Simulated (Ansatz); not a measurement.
**What InB2 (built on the sites of a database entry of YAl2) distorts into**

Aim: this structure of InB2 (built on the sites of a database entry of YAl2) is to be tested for unstable modes, and one is followed downhill.

Program: Ansatz 0.2.0. Level of theory: DFT PBEsol, scalar-relativistic, plane waves, norm-conserving pseudopotentials. Results are calculated unless marked as measured.

The structure was built from a prototype and need not be the compound's stable phase.

**1. Set-up**

It takes space group Fd-3m (No. 227, cubic). The conventional cell has a = 6.593 Å, b = 6.593 Å, c = 6.593 Å, α = 90.00°, β = 90.00°, γ = 90.00°. In has 12 B at 2.73 Å and 4 In at 2.85 Å nearest. Nearest to B lie 6 B at 2.33 Å and 6 In at 2.73 Å. Farther neighbours are not listed.

Coordinates:

```cif
data_structure
_symmetry_space_group_name_H-M 'Fd-3m:1'
_symmetry_Int_Tables_number 227
_cell_length_a 6.5925
_cell_length_b 6.5925
_cell_length_c 6.5925
_cell_angle_alpha 90.000
_cell_angle_beta 90.000
_cell_angle_gamma 90.000
_cell_volume 286.52
loop_
_atom_site_label
_atom_site_type_symbol
_atom_site_symmetry_multiplicity
_atom_site_Wyckoff_symbol
_atom_site_fract_x
_atom_site_fract_y
_atom_site_fract_z
_atom_site_occupancy
In1 In 8 a 0.25000 0.25000 0.25000 1
B1 B 16 d 0.37500 0.62500 0.37500 1
```

**2. Modes at Γ**

The cell comes from relaxations at this level that are not shown. The zone centre is the only wavevector solved here; it holds the modes that light can see, as far as symmetry allows. No field response is asked, since the mesh shows no gap.

The input, input.yaml:

```yaml
crystal:
  lattice:
    - [0.0, 3.296251107, 3.296251107]
    - [3.296251107, 0.0, 3.296251107]
    - [3.296251107, 3.296251107, 0.0]
  atoms:
    - { symbol: In, position: [0.75, 0.75, 0.75] }
    - { symbol: In, position: [0.5, 0.5, 0.5] }
    - { symbol: B, position: [0.125, 0.625, 0.125] }
    - { symbol: B, position: [0.125, 0.125, 0.625] }
    - { symbol: B, position: [0.625, 0.125, 0.125] }
    - { symbol: B, position: [0.125, 0.125, 0.125] }
kpoints:
  mp_grid: { grid: [12, 12, 12] }
hamiltonian:
  xc: pbesol
  pseudopotentials: { kind: nc }
scf:
  occupations: { method: methfessel_paxton, width: 0.2 }
output:
  eigenvalues: true
phonons:
  method: dfpt
```

Command:

```sh
$ ansatz run input.yaml --threads 8 --pin off --max-ram 14336MiB --backend cpu --events-out ev --progress --plain --runs-dir out
```

Numbers of over 12 decimals in the logs are rounded to 6 here.

The program printed:

```text
Engine: ansatz 0.2.0, x86_64-unknown-linux-gnu
Pseudopotentials: kind: nc
Pseudopotential: In, nc, valence charge 13, recommended cutoff 952.398519 eV (normal), In.nc.azcp (PseudoDojo's, or run here from an input of PseudoDojo's: the run reads no file of this project's for it)
Pseudopotential: B, nc, valence charge 3, recommended cutoff 1034.032677 eV (normal), B.nc.azcp (PseudoDojo's, or run here from an input of PseudoDojo's: the run reads no file of this project's for it)
Functional definition: PBEsol
  exchange = pbesol_x
  correlation = pbesol_c
Crystal: 6 atoms, lattice volume = 71.629 Å³
Basis set: ecut = 1034.032677 eV, 5329 PW (Γ), exchange–correlation on 120×120×120 points (8 copies of the dense FFT grid, shifted against one another)
Bands: 25, of which v1, the nominal top of the filled ones, is band 19 counted from 1 (18 counted from 0)
Symmetry: 48 space group operations
k-points: 476 of 1728 (irreducible under 2 space group operations, time reversal used)
Non-local potential: In, projectors of the file, l = 0: 2, l = 1: 2, l = 2: 2
Non-local potential: B, projectors of the file, l = 0: 2, l = 1: 2
Initial density: superposition of atomic densities (chi_scale 0.1, normalization cell, long waves kept (reshape's long-wave potential 0.00 eV rms))
Initial wavefunctions: pseudopotential atomic-orbital guess
Functional: x = pbesol(κ = 0.804, μ = 0.123457), c = pbesol(β = 0.046)
SCF iter   1: F=—  HF=-3918.016036 eV  |F-HF|=—  |Δ(HF+E_count)|=         —  Δρ=2.88e-2  dr2=1.57e0  ethr=3.10e-3  ⟨swp⟩=5.8  Hψ=48961  notcnv=0
preconditioner: auto → Kerker (q_TF=auto, 2.455 Å⁻¹)  [metal: Δε(μ)=0.037 eV  Ē_g=12.240 eV  σ=0.200 eV  W_gap=0.16  n_scr=14 (ndim 8)  ℏωp=27.0 eV  f_vac=0.000  D(μ)=2.15/eV (n_scr^D=14)]
SCF iter   2: F=—  HF=-3917.682546 eV  |F-HF|=—  |Δ(HF+E_count)|=   3.33e-1  S|Δr|=    0.00e0  Δρ=1.77e-2  dr2=5.43e-1  ethr=3.10e-3  ⟨swp⟩=1.4  Hψ=16064  notcnv=0  defer=2
SCF iter   3: F=—  HF=-3917.511547 eV  |F-HF|=—  |Δ(HF+E_count)|=   1.71e-1  S|Δr|=    0.00e0  Δρ=3.00e-3  dr2=3.90e-3  ethr=1.43e-3  ⟨swp⟩=2.3  Hψ=19210  notcnv=0  defer=2
SCF iter   4: F=—  HF=-3917.511506 eV  |F-HF|=—  |Δ(HF+E_count)|=   4.10e-5  S|Δr|=    0.00e0  Δρ=2.91e-4  dr2=5.47e-5  ethr=1.03e-5  ⟨swp⟩=2.7  Hψ=22234  notcnv=0  defer=45
SCF iter   5: F=—  HF=-3917.511516 eV  |F-HF|=—  |Δ(HF+E_count)|=   1.06e-5  S|Δr|=    0.00e0  Δρ=8.92e-5  dr2=2.32e-6  ethr=1.44e-7  ⟨swp⟩=3.9  Hψ=30863  notcnv=0  defer=45
SCF iter   6: F=—  HF=-3917.511402 eV  |F-HF|=—  |Δ(HF+E_count)|=   1.14e-4  S|Δr|=    0.00e0  Δρ=1.23e-5  dr2=7.80e-8  ethr=6.11e-9  ⟨swp⟩=2.6  Hψ=22824  notcnv=0  defer=381
SCF iter   7: F=—  HF=-3917.511402 eV  |F-HF|=—  |Δ(HF+E_count)|=   1.66e-8  S|Δr|=    0.00e0  Δρ=3.38e-6  dr2=5.32e-9  ethr=2.05e-10  ⟨swp⟩=3.6  Hψ=25171  notcnv=0  defer=381
SCF iter   8: F=—  HF=-3917.511402 eV  |F-HF|=—  |Δ(HF+E_count)|=   1.66e-9  S|Δr|=    0.00e0  Δρ=3.74e-7  dr2=9.68e-11  ethr=1.40e-11  ⟨swp⟩=2.2  Hψ=19659  notcnv=0  defer=381
SCF iter   9: F=-3917.511402 eV  HF=-3917.511402 eV  |F-HF|=1.36e-12  |Δ(HF+E_count)|=  2.73e-11  S|Δr|=    0.00e0  Δρ=5.78e-8  dr2=1.84e-12  ethr=1.00e-12  ⟨swp⟩=16.1  Hψ=92664  notcnv=0
SCF 1 converged in 9 iterations: F = -3917.511402 eV  dr2 = 1.84e-12
DFPT response loops at Γ: preconditioner auto → Kerker (q_TF=auto, 2.455 Å⁻¹) (partly filled bands, converged f_vac=0.000); β = 1.00, the filter's whole step (`scf.mixing.beta` (0.50) is not read by the response loops under this deck's `scf.mixing.preconditioner`; to damp them name `kerker` or `kerker_dos`, under which they read `scf.mixing.beta`, and type it under 1.00, their step now; both keys bind the ground state too); Broyden in place of MSR1
SCF converged after 9 iterations
Stability not checked: this state was not tested for a lower state beside it, because cold or Methfessel-Paxton smearing, or corrected tetrahedra, fill the levels in a way that the test cannot read (fill_not_monotonic; see scf.lower_state_search)
Free energy (F): -3917.511402 eV
Harris-Foulkes:  -3917.511402 eV  (|F-HF|=1.36e-12)
Internal energy: -3917.512925 eV  (E = F + TS)
E sigma→0 (E₀):  -3917.511783 eV
Entropy (-TS):   0.001523 eV (0.254 meV/atom)
Fermi energy:    12.565311 eV
--- Per-component energies (eV) ---
  E_band       = 81.405761
  E_kinetic    = 2465.253368
  E_local      = -2350.395023  (includes V_loc(G=0)·N_el)
  E_nonlocal   = -785.871153
  E_hartree    = 764.818915
  E_xc         = -1205.609321
  E_vxc        = -777.219324  (∫ρ·V_xc dr)
  E_ewald      = -2805.709711
  E_smearing   = 0.001523  (= −TS)
  E_closure    = 0.000000  (closes the sum)
  Σ components = -3917.511402   (vs F -3917.511402, Δ=0.00e0)
--- Band table (eV; the first three rows and the last of 476) ---
  k-point 0: bands = [... 15 lower, 9.2546, 9.2546, 9.2546, 9.5090, 11.5714, 11.5714, 13.4693, 13.4693, ... 2 higher]
  k-point 1: bands = [... 15 lower, 9.4957, 9.4957, 9.5497, 10.3582, 11.2140, 11.2140, 12.8645, 13.9658, ... 2 higher]
  k-point 2: bands = [... 15 lower, 9.7901, 9.7901, 9.9520, 10.7998, 10.7998, 11.6136, 12.3341, 14.9642, ... 2 higher]
  k-point 475: bands = [... 15 lower, 9.0528, 10.2536, 10.2536, 14.2939, 14.2939, 14.3657, 14.3657, 16.5689, ... 2 higher]
--- Phonons (Γ-DFPT): 2 representative perturbations + reference, on 476 of 1728 k-points (Σ response iterations 6) ---
  k mesh reduced under 2 symmetry operations, with k and −k counted as one. Each operation leaves every solved perturbation unchanged. A smaller set is not used because it would not reduce the number of displacements times k-points to solve
  ASR residual: 8.240e-5 → 0.000e0 eV/Å²; symmetrization residual: 1.827e-6 eV/Å²
  ASR residual per site (eV/Å²): 8.24e-5 8.24e-5 1.10e-5 1.10e-5 1.10e-5 1.10e-5
  Γ frequencies (cm⁻¹): -512.39 -512.39 -512.39 -503.10 -271.70 -271.70 0.00 0.00 0.00 157.62 157.62 157.62 208.68 208.68 208.68 230.20 230.20 230.20
  non-analytic LO–TO correction: not included (Born effective charges unavailable; polar crystals: no LO–TO splitting at Γ)
```

Wall time 65 s (8 threads of Intel Xeon Platinum 8488C (Sapphire Rapids), shared host); peak memory 7.8 GiB.

Numbers from this step:

```yaml
volume_per_atom: 11.94 Å³
gap_on_the_k_mesh: 0 eV
sum_rule_residual_before_enforcement: 8.24e-5 eV/Å²
point_group: m-3m
highest_optical_mode_at_the_zone_centre_no_lo_to_term: 230.2 cm⁻¹
lowest_optical_zone_centre_mode: -512.4 cm⁻¹
```

Patterns of degenerate modes are one choice out of their space. The modes at Γ (shares of kinetic energy by element, %) (negative means imaginary):

| mode | frequency (cm⁻¹) | symmetry | In % | B % |
| --- | --- | --- | --- | --- |
| 1 | -512.4 | T1u | 1 | 99 |
| 2 | -512.4 | T1u | 1 | 99 |
| 3 | -512.4 | T1u | 1 | 99 |
| 4 | -503.1 | A2u | 0 | 100 |
| 5 | -271.7 | Eu | 0 | 100 |
| 6 | -271.7 | Eu | 0 | 100 |
| 7 | 0.0 | acoustic | 84 | 16 |
| 8 | 0.0 | acoustic | 84 | 16 |
| 9 | 0.0 | acoustic | 84 | 16 |
| 10 | 157.6 | T2g | 100 | 0 |
| 11 | 157.6 | T2g | 100 | 0 |
| 12 | 157.6 | T2g | 100 | 0 |
| 13 | 208.7 | T1u | 15 | 85 |
| 14 | 208.7 | T1u | 15 | 85 |
| 15 | 208.7 | T1u | 15 | 85 |
| 16 | 230.2 | T2u | 0 | 100 |
| 17 | 230.2 | T2u | 0 | 100 |
| 18 | 230.2 | T2u | 0 | 100 |

Displacements in mode 1 (-512.4 cm⁻¹), the largest set to 1:
```
In1  0.00 -0.05  0.01
In2  0.00 -0.05  0.01
B3  -1.00  0.46 -0.85
B4   1.00  0.46 -0.85
B5  -0.56  0.02  0.71
B6   0.56  0.02  0.71
```

Displacements in mode 17 (230.2 cm⁻¹), the largest set to 1:
```
In1  0.00  0.00  0.00
In2  0.00  0.00  0.00
B3   0.01  0.16  0.15
B4  -0.01 -0.99 -1.00
B5   0.84  0.99 -0.15
B6  -0.84 -0.16  1.00
```

Before it was imposed, the acoustic sum rule was missed by 8.2e-5 eV/Å². Small misses are needed for a sound result but don't prove that mesh and cutoff are converged. The lowest optical mode is imaginary, 512.4i cm⁻¹, so the energy falls along it.

**3. The mode frozen in, largest atomic shift 0 Å**

The mode followed lies at Γ with frequency 512.4i cm⁻¹ and is 3-fold degenerate, the softest among the wavevectors solved. At small amplitude the distorted cell has space group no. 109 by a symmetry search on the positions. The undistorted cell that holds it gives the zero of energy on the same k mesh.

input.yaml: that of step 2 with these lines changed.

```diff
@@ -20,4 +20,4 @@
 output:
+  forces: true
+  stress: true
   eigenvalues: true
-phonons:
-  method: dfpt
```

The program printed:

```text
[...]
Crystal: 6 atoms, lattice volume = 71.629 Å³
Basis set: ecut = 1034.032677 eV, 5329 PW (Γ), exchange–correlation on 100×100×100 points (8 copies of the dense FFT grid, shifted against one another)
Bands: 25, of which v1, the nominal top of the filled ones, is band 19 counted from 1 (18 counted from 0)
Symmetry: 48 space group operations
[...]
k-points: 72 of 1728
[...]
k-point 0: bands = [... 15 lower, 9.2546, 9.2546, 9.2546, 9.5090, 11.5714, 11.5714, 13.4694, 13.4694, ... 2 higher]
  k-point 1: bands = [... 15 lower, 9.4957, 9.4957, 9.5497, 10.3582, 11.2140, 11.2140, 12.8645, 13.9658, ... 2 higher]
  k-point 2: bands = [... 15 lower, 9.7901, 9.7901, 9.9519, 10.7998, 10.7998, 11.6136, 12.3341, 14.9642, ... 2 higher]
  k-point 71: bands = [... 15 lower, 9.0527, 10.2536, 10.2536, 14.2938, 14.2938, 14.3657, 14.3657, 16.5689, ... 2 higher]
[key lines of the parts left out:]
SCF converged after 6 iterations
Free energy (F): -3917.511402 eV
Fermi energy:    12.565290 eV
P = ⅓ Tr σ = -0.0002 GPa (-0.002 kbar)
```

Elapsed: 1.7 s, on 8 threads; peak memory 0.87 GiB; 13 s of CPU time.

Numbers from this step:

```
pressure                         : -2.16e-4 GPa
energy from the undistorted cell : 0 meV/atom
```

The run ends at a pressure of 0.00 GPa.

**4. The mode frozen in, largest atomic shift 0.32 Å**

The atoms are moved along the unstable eigenvector, the largest shift by 0.32 Å, with the cell fixed.

input.yaml, the sections that differ from step 3:

```yaml
crystal:
  lattice:
    - [0.0, 3.296251107, 3.296251107]
    - [3.296251107, 0.0, 3.296251107]
    - [3.296251107, 3.296251107, 0.0]
  atoms:
    - { symbol: In, position: [0.7519538408, 0.7480461592, 0.7480461592] }
    - { symbol: In, position: [0.5019538408, 0.4980461592, 0.4980461592] }
    - { symbol: B, position: [0.1146236774, 0.7024354411, 0.0683172042] }
    - { symbol: B, position: [0.1146236774, 0.0683172042, 0.7024354411] }
    - { symbol: B, position: [0.5475645589, 0.1353763226, 0.1353763226] }
    - { symbol: B, position: [0.1816827958, 0.1353763226, 0.1353763226] }
# kpoints, hamiltonian, scf, output: as in step 3
```

The program printed:

```text
[...]
Crystal: 6 atoms, lattice volume = 71.629 Å³
Basis set: ecut = 1034.032677 eV, 5329 PW (Γ), exchange–correlation on 100×100×100 points (8 copies of the dense FFT grid, shifted against one another)
Bands: 25, of which v1, the nominal top of the filled ones, is band 19 counted from 1 (18 counted from 0)
Symmetry: 8 space group operations
[...]
k-point 0: bands = [... 15 lower, 8.5595, 9.3629, 9.3880, 9.3880, 12.2829, 12.4956, 13.3103, 13.3103, ... 2 higher]
  k-point 1: bands = [... 15 lower, 8.6724, 9.5445, 9.5781, 10.1028, 11.7859, 12.0508, 12.7998, 13.9637, ... 2 higher]
  k-point 2: bands = [... 15 lower, 8.8718, 9.8429, 9.8544, 11.0241, 11.3005, 11.7060, 12.3701, 15.0420, ... 2 higher]
  k-point 162: bands = [... 15 lower, 8.9535, 9.7986, 9.7986, 12.7481, 12.7481, 15.8800, 15.8800, 17.0199, ... 2 higher]
[key lines of the parts left out:]
SCF converged after 7 iterations
Free energy (F): -3918.852238 eV
Fermi energy:    12.276589 eV
P = ⅓ Tr σ = 2.9431 GPa (29.431 kbar)
```

Run time: 6.1 s. Hardware: 8 threads; peak memory 1.1 GiB.

This step gave:

| Quantity | Value |
| --- | --- |
| pressure | 2.943 GPa |
| energy from the undistorted cell | -223.3 meV/atom |

The energy, extrapolated to zero smearing, is -223.34 meV/atom against the undistorted cell.

The run ends at a pressure of 2.94 GPa, with forces up to 1.2 eV/Å.

**5. Energy along the mode, all amplitudes (two of the runs are shown above)**

An imaginary frequency means negative curvature, so the energy should fall and then rise again as anharmonic terms take over.

Numbers from this step:

```
depth at the lowest point sampled  : 223.3 meV/atom
largest atomic shift at that point : 0.32 Å
```

Table of energy from the parent by largest atomic shift:

| largest atomic shift (Å) | energy from the parent (meV/atom) |
| --- | --- |
| 0.000 | 0 |
| 0.040 | -5.58 |
| 0.080 | -21.8 |
| 0.140 | -64.0 |
| 0.220 | -142 |
| 0.320 | -223 |
| 0.450 | -72.0 |
| 0.600 | 1393 |

Displacement at unit largest shift by atom:

| atom | x (Å) | y (Å) | z (Å) | size |
| --- | --- | --- | --- | --- |
| In1 | -0.04 | 0.00 | 0.00 | 0.04 |
| In2 | -0.04 | 0.00 | 0.00 | 0.04 |
| B3 | 0.21 | -0.69 | 0.69 | 1.00 |
| B4 | 0.21 | 0.69 | -0.69 | 1.00 |
| B5 | 0.21 | -0.69 | -0.69 | 1.00 |
| B6 | 0.21 | 0.69 | 0.69 | 1.00 |

The lowest of the steps tried is at 0.32 Å, 223 meV/atom below the parent; the bottom of the well need not coincide with a step.

(Part 1 of 2 ends here.)

[Logs are printed without paths, hosts, clocks, repeated set-up lines and the standing remarks that a program may print on its own settings, such as how far it seeks lower states.]

[Hosts, paths, dates, database ids (printed as entryN), source tags and the programs' standing remarks are cut or masked in the printed files.]
